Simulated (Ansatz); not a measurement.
# Photoemission of Si(111) with Cl on 25 % of the top atoms and H on the rest, part 3 of 3

What would XPS and angle-resolved spectra of Si(111) with Cl on 25 % of the top atoms and H on the rest look like?

Ansatz 0.2.0; DFT, PBE, plane-wave PAW, scalar-relativistic; PAW set soft_1.

So far. Step 3 (Bands by layer): The largest force component on a free atom is 0.012 eV/Å, so the atoms are at rest for these settings too.

### Step 5. Z+1 stand-in on atom 8

System of this step: Si23PH7Cl. The cell holds 32 atoms: 1 Cl, 7 H, 23 Si and 1 P. Its edges and angles: a = 7.679 Å, b = 7.679 Å, c = 24.594 Å, α = 90.0°, β = 90.0°, γ = 60.0°. It derives from Si. Regions: ad, 4 atoms (1 Cl and 3 H); L1, 4 atoms (3 Si and 1 P); L2, 4 atoms (4 Si); L3, 4 atoms (4 Si); mid, 4 atoms (4 Si); rest, 12 atoms (8 Si and 4 H). Vacuum lies along c.

The same swap on atom 8.

input.yaml

```yaml
crystal:
  lattice:
    - [7.6791796437, 0.0, 0.0]
    - [3.8395898218, 6.6503646517, 0.0]
    - [0.0, 0.0, 24.5937769138]
  atoms:
    - { symbol: Cl, position: [0.0, 0.0, 0.7160774289] }
    - { symbol: H, position: [0.5004375858, -0.0008751717, 0.6933859994] }
    - { symbol: H, position: [-0.0008751717, 0.5004375858, 0.6933859994] }
    - { symbol: H, position: [0.5004375858, 0.5004375858, 0.6933859994] }
    - { symbol: Si, position: [0.0, 0.0, 0.6305822164] }
    - { symbol: Si, position: [0.499745901, 0.000508198, 0.6323439879] }
    - { symbol: Si, position: [0.000508198, 0.499745901, 0.6323439879] }
    - { symbol: P, position: [0.499745901, 0.499745901, 0.6323439879] }
[... 20 atom lines left out ...]
    - { symbol: H, position: [0.0, 0.0, 0.284624847] }
    - { symbol: H, position: [0.5, 0.0, 0.284624847] }
    - { symbol: H, position: [0.0, 0.5, 0.284624847] }
    - { symbol: H, position: [0.5, 0.5, 0.284624847] }
kpoints:
  mp_grid: { grid: [3, 3, 1] }
scf:
  occupations: { method: fermi_dirac, width: 0.02 }
  n_extra_bands: 25
hamiltonian:
  xc: pbe
  pseudopotentials: { kind: paw, azcp: { folder: soft_1 } }
output:
  forces: true
  write_potential: true
  volumetric_format: []
efield:
  axis: 3
  dipole_correction: true
```

Command:

```bash
ansatz run input.yaml --threads 4 --pin off --max-ram 11264MiB --backend cpu --events-out ev --progress --plain --runs-dir out
```

Run time: 61 s. Hardware: 4 threads of Intel Xeon at 2.50GHz (Skylake/Cascade Lake), shared host; peak memory 2.1 GiB.

This step gave:

```yaml
free_energy: -16569.9823 eV
energy_at_zero_smearing: -16569.9708 eV
smearing_term_ts: 0.02314 eV
fermi_energy: 0.7128 eV
symmetry_operations: 2
```

### Step 6. Z+1 stand-in on atom 9

System of this step: Si23PH7Cl. The cell holds 32 atoms: 1 Cl, 7 H, 23 Si and 1 P. Cell: a = 7.679 Å, b = 7.679 Å, c = 24.594 Å, α = 90.0°, β = 90.0°, γ = 60.0°. It derives from Si. Regions: ad, 4 atoms (1 Cl and 3 H); L1, 4 atoms (4 Si); L2, 4 atoms (1 P and 3 Si); L3, 4 atoms (4 Si); mid, 4 atoms (4 Si); rest, 12 atoms (8 Si and 4 H). Vacuum lies along c.

The same swap on atom 9.

input.yaml, as its differences from that of step 5:

```diff
@@ -13,4 +13,4 @@
     - { symbol: Si, position: [0.000508198, 0.499745901, 0.6323439879] }
-    - { symbol: P, position: [0.499745901, 0.499745901, 0.6323439879] }
-    - { symbol: Si, position: [0.8324487306, 0.3351025389, 0.6004058421] }
+    - { symbol: Si, position: [0.499745901, 0.499745901, 0.6323439879] }
+    - { symbol: P, position: [0.8324487306, 0.3351025389, 0.6004058421] }
     - { symbol: Si, position: [0.3333333333, 0.3333333333, 0.6006600009] }
```

Run time: 60 s. Hardware: 4 threads; peak memory 2.2 GiB; 2.3 min of CPU time.

This step gave:

* free energy: -16570.1480 eV
* energy at zero smearing: -16570.1361 eV
* smearing term TS: 0.02382 eV
* Fermi energy: 0.7022 eV

### Step 7. Z+1 stand-in on atom 17

System of this step: Si23PH7Cl. The cell holds 32 atoms: 1 Cl, 7 H, 23 Si and 1 P. Its edges and angles: a = 7.679 Å, b = 7.679 Å, c = 24.594 Å, α = 90.0°, β = 90.0°, γ = 60.0°. It derives from Si. Regions: ad, 4 atoms (1 Cl and 3 H); L1, 4 atoms (4 Si); L2, 4 atoms (4 Si); L3, 4 atoms (4 Si); mid, 4 atoms (1 P and 3 Si); rest, 12 atoms (8 Si and 4 H). Vacuum lies along c.

The same swap on atom 17.

input.yaml, as its differences from that of step 6:

```diff
@@ -14,3 +14,3 @@
     - { symbol: Si, position: [0.499745901, 0.499745901, 0.6323439879] }
-    - { symbol: P, position: [0.8324487306, 0.3351025389, 0.6004058421] }
+    - { symbol: Si, position: [0.8324487306, 0.3351025389, 0.6004058421] }
     - { symbol: Si, position: [0.3333333333, 0.3333333333, 0.6006600009] }
@@ -22,3 +22,3 @@
     - { symbol: Si, position: [0.3331470453, 0.8334264774, 0.5042709267] }
-    - { symbol: Si, position: [0.1667885491, 0.1667885491, 0.4718619269] }
+    - { symbol: P, position: [0.1667885491, 0.1667885491, 0.4718619269] }
     - { symbol: Si, position: [0.6664229018, 0.1667885491, 0.4718619269] }
```

Wall time 62 s (4 threads); peak memory 2.2 GiB; 2.4 min of CPU time.

This step gave:

```yaml
free_energy: -16570.1423 eV
energy_at_zero_smearing: -16570.1304 eV
smearing_term_ts: 0.02383 eV
fermi_energy: 0.6194 eV
```

### Step 8. Shifts from the Z+1 runs

An atom with a screened core hole acts like the next element, so the difference of two such total energies is the shift between the two sites; positive is more bound. Shifts count from the last listed atom of each element.

```
atom   region  replaced by  shell meant  free energy (eV)  shift (eV)
 Si5  layer 1            P           2p        -16569.311       +0.83
 Si8  layer 1            P           2p        -16569.982       +0.16
 Si9  layer 2            P           2p        -16570.148       -0.01
Si17   middle            P           2p        -16570.142       +0.00
```

The stand-in's nearest image is 7.7 Å away. The method gives no absolute levels and the same shift for every shell of an atom.

### Step 9. What came out

```yaml
ionisation_potential: 5.20 eV (upper face; lower face 4.68 eV)
electron_affinity_kohn_sham: 4.10 eV (slab's lowest empty level against the upper vacuum)
si_core_shifts_among_the_listed_atoms_from_the_last_listed_one: -0.01 to +0.83 eV
```

**Reading.** The valence top of Si(111) with Cl on 25 % of the top atoms and H on the rest lies 5.20 eV (upper face; lower face 4.68 eV) below the vacuum and the lowest empty level 4.10 eV below the vacuum of the upper face. Only the strongest levels a point were stored, too few to count surface states. The upper face's value lies 0.53 eV above that of the hydrogen-covered lower face; the difference is the dipole step of the groups. Core shifts by the Z+1 route: Si -0.01 to +0.83 eV. Among the sites run, the most bound Si 2p level is that of Si5 (layer 1), bonded to 3 Si and 1 Cl; the least bound, 0.84 eV shallower, that of Si9 (layer 2), tied with Si17, bonded to 4 Si. That is the order that electronegative neighbours give as a rule, though screening of the hole enters too. With the next element in place the extra electron enters the lowest empty band of the cell, and its attraction to the stand-in enters the order. At 21.2 eV the valence spectrum has its highest listed peaks within 10.8 eV at 1.6 eV (Cl 3p), 2.2 eV (Cl 3p), 2.8 eV (Cl 3p), 3.5 eV (Cl 3p) and 6.5 eV (mixed, H 1s leading). At 1486.7 eV the valence spectrum has its highest listed peaks within 13 eV at 3.5 eV (mixed, Cl 3p leading), 6.5 eV (Si 3s), 8.2 eV (Si 3s), 8.9 eV (Si 3s) and 9.6 eV (Si 3s), and the deeper Cl 3s line at 15.7 eV is higher still. The shell named is the one with most of the intensity, cross sections included, not always the one with most states there. In the main run, from 1486.7 eV towards hard X-rays the Si 3s share grows by 16 points, as its cross section falls more slowly with photon energy than those of the shells it gains on. The spectra rest on a 3×3×1 mesh, so closely spaced maxima can be ripples of the mesh. The slab's own atoms span 7.1 Å, so bulk bands appear as a few quantum-well levels, and states of the two faces can mix. The affinity uses the Kohn–Sham gap, which is too small, so the true affinity is lower and the true ionisation potential usually higher.

[Logs are printed without paths, hosts, clocks, repeated set-up lines and the standing remarks that a program may print on its own settings, such as how far it seeks lower states.]

[Hosts, paths, dates, database ids (printed as entryN), source tags and the programs' standing remarks are cut or masked in the printed files.]

[Maps of the electrostatic potential energy from Ansatz leave out the sawtooth potential of an applied field or a dipole correction, so their vacuum need not be flat; work functions include it.]
